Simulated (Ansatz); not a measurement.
# What MgSiS3 in R-3c, a phase reached by a soft mode distorts into, part 2 of 2

Aim: this structure of MgSiS3 in R-3c, a phase reached by a soft mode is to be tested for unstable modes, and one is followed downhill.

Ansatz 0.2.0; DFT LDA, scalar-relativistic, plane waves, PAW; PAW set soft_1.

So far. Step 5 (Energy along the mode, all amplitudes (two of the runs …): The lowest of the steps tried is the last one, at 0.6 Å, 72.5 meV/atom below the parent; the bottom of the well need not coincide with a step. Step 7 (The new phase in its own primitive cell): The largest force component left is 0.65 meV/Å and the pressure is 0.001 GPa, within the tolerances set. The cell now holds 17.04 Å³/atom.

The structure was built from a prototype and need not be the compound's stable phase.

### 8. Modes of the new phase (continued)

Patterns of degenerate modes are one choice out of their space. The modes at Γ (shares of kinetic energy by element, %):

```csv
mode,frequency (cm⁻¹),symmetry,Mg %,Si %,S %
1,0.0,acoustic,16,19,65
2,0.0,acoustic,16,19,65
3,0.0,acoustic,16,19,65
4,158.2,A2,46,17,37
5,159.4,E,16,22,62
6,159.4,E,16,22,62
7,160.9,A1,25,49,26
8,187.4,E,2,31,67
9,187.4,E,2,31,67
10,194.8,E,31,6,63
11,194.8,E,31,6,63
12,201.5,A1,14,22,64
13,224.3,E,2,15,83
14,224.3,E,2,15,83
15,253.2,E,30,6,65
16,253.2,E,30,6,65
17,281.1,A2,6,17,76
18,297.6,A2,0,6,94
19,302.2,A1,9,8,83
20,326.6,E,24,15,61
21,326.6,E,24,15,61
22,335.7,E,58,6,37
23,335.7,E,58,6,37
24,337.5,A1,35,2,63
25,345.1,A2,43,15,42
26,394.0,E,14,28,59
27,394.0,E,14,28,59
28,396.4,A2,4,44,52
29,424.4,E,7,53,40
30,424.4,E,7,53,40
```

Displacements in mode 4 (158.2 cm⁻¹), the largest set to 1:
```
Mg1  0.00  0.00  1.00
Mg2  0.00  0.00 -1.00
Si3  0.00  0.00 -0.56
Si4  0.00  0.00  0.56
S5   0.37  0.07 -0.25
S6  -0.12  0.35  0.25
S7  -0.12 -0.35 -0.25
S8   0.37 -0.07  0.25
S9  -0.24 -0.28  0.25
S10 -0.24  0.28 -0.25
```

Displacements in mode 22 (335.7 cm⁻¹), the largest set to 1:
```
Mg1 -0.01  1.00  0.00
Mg2  0.98  0.21  0.00
Si3  0.27 -0.10  0.00
Si4 -0.16  0.24  0.00
S5  -0.18 -0.41 -0.09
S6  -0.22 -0.26  0.09
S7   0.24 -0.45  0.04
S8  -0.16  0.16 -0.02
S9  -0.55  0.00 -0.07
S10  0.06 -0.07  0.05
```

Optical modes at the zone centre, without and with the macroscopic field of the longitudinal modes; each column is sorted by frequency, so a row need not hold one and the same mode. Modes with and without the field, by row:

```
rank among optical modes  no field (cm⁻¹)  q along (1, 0, 0) (cm⁻¹)  q along (0, 0, 1) (cm⁻¹)
                       1            158.2                     158.2                     158.2
                       2            159.4                     159.4                     159.4
                       3            159.4                     160.9                     159.4
                       4            160.9                       161                     168.2
                       5            187.4                     187.4                     187.4
                       6            187.4                       193                     187.4
                       7            194.8                     194.8                     194.8
                       8            194.8                     200.7                     194.8
                       9            201.5                     201.5                     224.3
                      10            224.3                     224.3                     224.3
                      11            224.3                     231.2                     243.3
                      12            253.2                     253.2                     253.2
                      13            253.2                     253.3                     253.2
                      14            281.1                     281.1                     281.1
                      15            297.6                     297.6                     297.6
                      16            302.2                     302.2                     326.6
                      17            326.6                     326.6                     326.6
                      18            326.6                     331.5                     335.7
                      19            335.7                     335.7                     335.7
                      20            335.7                     337.5                     335.9
                      21            337.5                     345.1                     345.1
                      22            345.1                     380.5                       381
                      23              394                       394                       394
                      24              394                     396.4                       394
                      25            396.4                     409.8                     396.4
                      26            424.4                     424.4                     424.4
                      27            424.4                       460                     424.4
```

Born charge (rows field, columns displacement) (e), principal values of the symmetric part by kind of site:

```
atom  atoms with these values    low  middle   high   mean
 Mg1                        2   1.97    2.30   2.30   2.19
 Si3                        2   4.34    4.34   4.58   4.42
  S5                        6  -2.91   -2.17  -1.53  -2.20
```

In full for S5:

```
-2.28 -0.13 -0.53
 0.02 -2.14  0.18
-0.80  0.11 -2.18
```

High-frequency dielectric tensor:

```
 9.18  0.00  0.00
 0.00  9.18  0.00
 0.00  0.00 11.09
```

Static dielectric tensor (ions relaxed, fixed cell):

```
18.87  0.00  0.00
 0.00 18.87  0.00
 0.00  0.00 27.80
```

Transverse modes. Lines of the infrared spectrum (strongest = 100):

```csv
position (cm⁻¹),relative intensity
158,0.0
159,4.8
161,18
187,27
195,4.4
202,58
224,15
253,0.3
281,0.0
298,0.0
302,58
327,100
336,77
338,2.0
345,0.0
394,19
396,0.0
424,22
```

Before it was imposed, the acoustic sum rule was missed by 1.5e-4 eV/Å² and the charge sum rule by 0.014 e. Small misses are needed for a sound result but don't prove that mesh and cutoff are converged. The lowest optical mode is real, 158 cm⁻¹.

The log warns of the k mesh: “the force constants stand on the 6×6×6 k-mesh, whose period is 12.77 times the interband length at k = (0.0000, 0.0000, 0.0000), direct gap 1.240 eV, under 14: take them and everything formed from them as unconverged”.

### 9. The phases reached

The phases reached along the modes that were followed are set side by side.

Energies are those of the first relaxation, on the mesh of the frozen mode; space group, volume and gap are those of the last relaxation. Phases, by row:

```csv
mode frozen in,space group,energy from parent (meV/atom),volume (Å³/atom),gap on mesh (eV),lowest zone-centre optical mode (cm⁻¹),largest shift (Å)
parent,R-3c,0,16.76,0.8,–,–
"q = (0, 0, 0), 187i cm⁻¹",R3c,-101,17.04,1.109,158.2,0.68
```

### 10. Outcome

```
unstable mode of the parent                                                      : q = (0, 0, 0), 187i cm⁻¹
depth at the lowest point sampled                                                : 72.5 meV/atom
largest atomic shift at that point                                               : 0.6 Å
space group reached (within 0.01 Å)                                              : R3c
energy gained over the parent (first relaxation, on the mesh of the frozen mode) : 101 meV/atom
volume per atom, phase reached                                                   : 17.0 Å³
gap on the k-mesh, phase reached                                                 : 1.11 eV
lowest optical zone-centre mode, phase reached                                   : 158 cm⁻¹
highest optical mode at the zone centre (no LO-TO term), phase reached           : 424 cm⁻¹
```

**Reading.** Along this mode the structure falls into R3c, 101 meV/atom below the parent. At the parent's cell the well is 72.50 meV/atom deep on the steps tried, with its lowest point at a shift of 0.6 Å. That is the last step tried, so the steps alone don't bracket the bottom of the well. Relaxing atoms and cell changes the gain by +28.44 meV/atom against the lowest step (energies at zero smearing). The new phase has no imaginary mode at the zone centre of its cell; other wavevectors were not checked. Each path keeps the symmetry of its pattern, so a lower phase may lie along a pattern not tried. With the field response the log warns that the k mesh is coarse for the force constants too, so the frequencies may not be converged. The PAW files were made for PBE and serve the other functionals too. The starting cell was built on a prototype and not taken from a measurement, so the phase need not exist.

[Logs are printed without paths, hosts, clocks, repeated set-up lines and the standing remarks that a program may print on its own settings, such as how far it seeks lower states.]

[Hosts, paths, dates, database ids (printed as entryN), source tags and the programs' standing remarks are cut or masked in the printed files.]
